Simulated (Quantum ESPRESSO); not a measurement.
**Cobalt: energy against a fixed spin moment**

Aim: the energy of Cobalt as a function of the total spin moment of its primitive cell.

Main program and level: Quantum ESPRESSO 7.5; PBE; plane waves with GBRV 1.5 PBE potentials, no spin-orbit coupling.

This is a report of a sequence of runs, with most program output left out.

### Step 1. The starting structure

It takes space group P6_3/mmc (No. 194, hexagonal). The conventional cell has a = 2.507 Å, b = 2.507 Å, c = 4.070 Å, α = 90.00°, β = 90.00°, γ = 120.00°. Co has 12 Co at 2.50 to 2.51 Å nearest.

Coordinates:

```cif
data_structure
_symmetry_space_group_name_H-M 'P 1'
_symmetry_Int_Tables_number 1
_cell_length_a 2.5074
_cell_length_b 2.5074
_cell_length_c 4.0699
_cell_angle_alpha 90.000
_cell_angle_beta 90.000
_cell_angle_gamma 120.000
_cell_volume 22.16
loop_
_atom_site_label
_atom_site_type_symbol
_atom_site_fract_x
_atom_site_fract_y
_atom_site_fract_z
_atom_site_occupancy
Co1 Co 0.33333 0.66667 0.25000 1
Co2 Co 0.66667 0.33333 0.75000 1
```

The cell comes from the Crystallography Open Database.

### Step 2. No moment imposed

File pw.in:

```
&CONTROL
  calculation = 'scf'
  prefix = 'pwscf'
  outdir = './tmp'
  pseudo_dir = './pseudo'
  disk_io = 'nowf'
/
&SYSTEM
  ibrav = 0
  celldm(1) = 8
  nat = 2
  ntyp = 1
  ecutwfc = 40
  ecutrho = 280
  nbnd = 26
  occupations = 'smearing'
  smearing = 'fd'
  degauss = 0.00367493
  nspin = 2
  starting_magnetization(1) = 0.1176
/
&ELECTRONS
  conv_thr = 4d-09
  electron_maxstep = 150
  mixing_beta = 0.3
/
ATOMIC_SPECIES
Co     58.9332 co_pbe_v1.2.uspp.F.UPF
CELL_PARAMETERS alat
   0.5922874106108    0.0000000000000    0.0000000000000
  -0.2961437053054    0.5129359439191    0.0000000000000
   0.0000000000000    0.0000000000000    0.9613745443268
ATOMIC_POSITIONS crystal
Co      0.3333333333    0.6666666667    0.2500000000
Co      0.6666666667    0.3333333333    0.7500000000
K_POINTS automatic
12 12 12 0 0 0
```

Started as:

```console
> OMP_NUM_THREADS=1 mpirun -n 2 pw.x -nk 2 -in pw.in > pw.out
```

Wall time 20 s (2 MPI ranks of Arm Neoverse V2, shared host); peak memory 0.21 GiB.

Spin moment in the atom's sphere by atom:

```csv
atom,spin moment in the atom's sphere (μB)
Co1,1.78
Co2,1.78
```

Read from the output:

| Item | Value |
| --- | --- |
| smearing term TS | 0.01435 eV |
| magnetization | 3.388 μB |
| absolute magnetization | 3.754 μB |
| final state | ferromagnetic |

### Step 3. Moment fixed at 0 μB

The two spin channels are filled to separate Fermi energies, so that the total moment meets the target. Half of the up one less the down one is the slope dE/dM.

Edit pw.in of step 2 so:

```diff
@@ -14,3 +14,3 @@
   ecutrho = 280
-  nbnd = 26
+  nbnd = 27
   occupations = 'smearing'
@@ -19,3 +19,4 @@
   nspin = 2
-  starting_magnetization(1) = 0.1176
+  starting_magnetization(1) = 0.0059
+  tot_magnetization = 0
 /
```

Elapsed: 21 s, on 2 MPI ranks; peak memory 0.21 GiB; 42 s of CPU time.

This step gave:

| Quantity | Value |
| --- | --- |
| magnetization | 0 μB |
| absolute magnetization | 0 μB |
| half the difference of the two Fermi energies | 0 meV |
| largest moment | 0 μB |

### Step 4. Moment fixed at 0.459 μB

Edit pw.in of step 3 so:

```diff
@@ -19,4 +19,4 @@
   nspin = 2
-  starting_magnetization(1) = 0.0059
-  tot_magnetization = 0
+  starting_magnetization(1) = 0.0135
+  tot_magnetization = 0.459
 /
```

Run time: 23 s. Hardware: 2 MPI ranks; peak memory 0.21 GiB.

Spin moment in the atom's sphere by atom:

```csv
atom,spin moment in the atom's sphere (μB)
Co1,0.247
Co2,0.247
```

Numbers from this step:

| Item | Value |
| --- | --- |
| magnetization | 0.459 μB |
| absolute magnetization | 0.54 μB |
| half the difference of the two Fermi energies | -66.4 meV |

### Step 5. Moment fixed at 0.918 μB

Edit pw.in of step 4 so:

```diff
@@ -19,4 +19,4 @@
   nspin = 2
-  starting_magnetization(1) = 0.0135
-  tot_magnetization = 0.459
+  starting_magnetization(1) = 0.027
+  tot_magnetization = 0.918
 /
```

Run time: 23 s. Hardware: 2 MPI ranks; peak memory 0.21 GiB.

Read from the output:

| Quantity | Value |
| --- | --- |
| magnetization | 0.918 μB |
| absolute magnetization | 1.078 μB |
| half the difference of the two Fermi energies | -132.5 meV |
| largest moment | 0.4935 μB |

### Step 6. All moments

The runs not shown differ in the target, the start and the number of states alone. The point at 3.39 μB is the free run, entered with slope zero.

Energy over the lowest against total spin moment:

```csv
total spin moment (μB a cell),energy over the lowest (meV a cell)
0.00,586
0.46,571
0.92,525
1.38,449
1.83,347
2.29,228
2.75,101
3.21,10.3
3.39,0
3.67,52.3
4.13,274
4.59,688
```

The dE/dM by total spin moment:

```csv
total spin moment (μB a cell),dE/dM (meV/μB)
0.00,-0.00867
0.46,-66.4
0.92,-133
1.38,-197
1.83,-245
2.29,-267
2.75,-282
3.21,-103
3.39,0
3.67,357
4.13,625
4.59,1142
```

Table of largest site moment by total spin moment:

```csv
total spin moment (μB a cell),largest site moment (μB)
0.00,4.8e-6
0.46,0.247
0.92,0.493
1.38,0.739
1.83,0.984
2.29,1.23
2.75,1.47
3.21,1.69
3.39,1.78
3.67,1.90
4.13,2.09
4.59,2.27
```

### Step 7. Summary of results

```yaml
moment_of_the_free_run: 3.39 μB a cell
energy_at_zero_total_moment: 586 meV a cell over the lowest
delta_e_delta_m2_from_the_lowest_point_to_3p67_and_to_3p21_mu_b: 654 and 333 meV/μB²
```

What this shows: At zero total moment the site moments vanish, so the 586 meV a cell is the energy of forming them. The points show one minimum alone. All runs start parallel; opposed orders may lie lower.

[Logs and program files are shortened in this print: banners, set-up blocks, solver, clock and traceback lines can be left out without a mark of their own.]

[Logs are printed without paths, hosts, clocks, repeated set-up lines and the standing remarks that a program may print on its own settings, such as how far it seeks lower states.]

[Hosts, paths, dates, database ids (printed as entryN), source tags and the programs' standing remarks are cut or masked in the printed files.]

[Where a cell is said to come from a database of computed structures, the database is the Materials Project.]
